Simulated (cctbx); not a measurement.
**What is wrong with this refinement?**

Cell a = 8.9480 Å, b = 8.9480 Å, c = 8.7960 Å, α = 90.00°, β = 90.00°, γ = 90.00°; space group I-42d (no. 122).

Simulated single-crystal data (cctbx): Mo Kα, λ = 0.71073 Å, to d = 0.8 Å, 80 % of the full sphere, strongest reflection 40000 counts, noise from counting, a 2 % proportional error and a noise floor of 8 counts (s.d.); no absorption.

An anisotropic refinement with weights 1/σ² prints:

```text
Rint 0.019, 363 unique reflections to 0.80 A
cycle     R1     wR2    GooF  max shift (A)
   1  0.0235  0.0699   5.598   0.00084
   2  0.0105  0.0302   2.418   0.00000
final R1 0.0105 wR2 0.0302 GooF 2.418  parameters 16  data/parameter 22.7
atom        x        y        z      Ueq    occ   su(xyz)  su(Uiso or U11)
Sm1    0.11295  0.25000  0.12500   0.0088  1.000  0.00004  0.0002
Sm2    0.50000  0.00000  0.25000   0.0113  1.000  0.00000  0.0002
Se1    0.18492  0.57313  0.05005   0.0106  1.000  0.00006  0.0002
difference map: max 0.46 min -0.86 rms 0.15
Q1    0.0859  0.5985  0.7504   16    0.47  1.17 A from Sm2
Q2    0.0889  0.1464  0.8232   16    0.47  0.42 A from Se1
Q3    0.0723  0.2500  0.1250    8    0.45  0.36 A from Sm1
Q4    0.0459  0.0895  0.4287   16    0.43  1.10 A from Sm2
Q5    0.1210  0.6820  0.7145   16    0.42  1.98 A from Sm2
Q6    0.0933  0.2019  0.4549   16    0.36  1.03 A from Se1
```

Q: Accept it or mend it, and why?

Mend it. The fault: wrong element: Sm2 is Pr. Against the right model at the same level, R1 goes from 0.0045 to 0.0105 and GooF from 0.91 to 2.42, U of Sm2 swells from 0.0087 to 0.0113 Å², the top difference peak, 0.5 e/Å³, lies 1.17 Å from Sm2 and a hole of -0.9 e/Å³ opens. Sm2 has 3 electrons too many and its U swells to shed them, as expected.

The compound is PrSm2Se4. The right model at the same level gives:

```text
Rint 0.019, 363 unique reflections to 0.80 A
cycle     R1     wR2    GooF  max shift (A)
   1  0.0132  0.0408   3.267   0.00094
   2  0.0045  0.0114   0.914   0.00000
final R1 0.0045 wR2 0.0114 GooF 0.914  parameters 16  data/parameter 22.7
atom        x        y        z      Ueq    occ   su(xyz)  su(Uiso or U11)
Sm1    0.11290  0.25000  0.12500   0.0098  1.000  0.00001  0.0001
Pr1    0.50000  0.00000  0.25000   0.0087  1.000  0.00000  0.0001
Se1    0.18478  0.57300  0.05008   0.0116  1.000  0.00002  0.0001
Flack x: 0.02(2)
Hooft y: -0.007(15)  Bijvoet pairs: 147
difference map: max 0.17 min -0.21 rms 0.05
Q1    0.1267  0.7271  0.9345   16    0.17  1.79 A from Se1
Q2    0.1929  0.7275  0.3929   16    0.17  1.16 A from Sm1
Q3    0.0608  0.7271  0.2299   16    0.17  1.82 A from Sm1
Q4    0.0259  0.6405  0.5572   16    0.15  1.35 A from Se1
Q5    0.1239  0.1434  0.9262   16    0.15  1.25 A from Se1
Q6    0.2012  0.2215  0.8536   16    0.15  1.28 A from Se1
```

The model was made for the exercise: a known structure type with other elements put in, its volume estimated, not relaxed; displacement parameters are assumed.

[Middle refinement cycles are left out of these outputs.]

[Logs are printed without paths, hosts, clocks, repeated set-up lines and the standing remarks that a program may print on its own settings, such as how far it seeks lower states.]
